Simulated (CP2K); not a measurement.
Consider carbonyl sulfide at its PBE geometry (Å).

```xyz
3

O     0.0000    0.0000   -1.3056
C     0.0000    0.0000   -0.1299
S     0.0000    0.0000    1.4356
```

Method: CP2K XAS_TDP, all-electron GAPW, PBEh(45%), aug-cc-pVTZ, TDA, GW2X-corrected core level, ZORA, spin–orbit coupling.

Predict the bright core excitations at the S L₂,₃ edge.

Leading lines: S3 164.35 eV. The leading line of an atom is its first one with 35 % of the strongest within 2.5 eV of its lowest line over the strength cut. Core ionisation energies at this level: S3 170.04/170.14/171.22 eV; the 2p½ level lies 1.12 eV above the 2p3/2 pair.

The first six lines of each atom with a strength over 0.0003:

```csv
atom,energy (eV),states,"strength, one atom",above the computed threshold
S3 (bonded to C),164.35,2,0.0059,
,165.08,2,0.0003,
,165.34,1,0.0014,
,166.05,2,0.0008,
,166.34,2,0.0084,
,166.59,1,0.0037,
```

Lines are vertical, at one geometry, with no vibrational structure. GW2X ionisation energies and lines can be off by 1 to 2 eV either way, and a good line position may hide errors that cancel. Rydberg lines, and the discretised continuum above threshold, depend on the basis and the box.

[Banner, clock and machine lines of the logs are left out without a mark of their own.]

[Logs are printed without paths, hosts, clocks, repeated set-up lines and the standing remarks that a program may print on its own settings, such as how far it seeks lower states.]

[Hosts, paths, dates, database ids (printed as entryN), source tags and the programs' standing remarks are cut or masked in the printed files.]
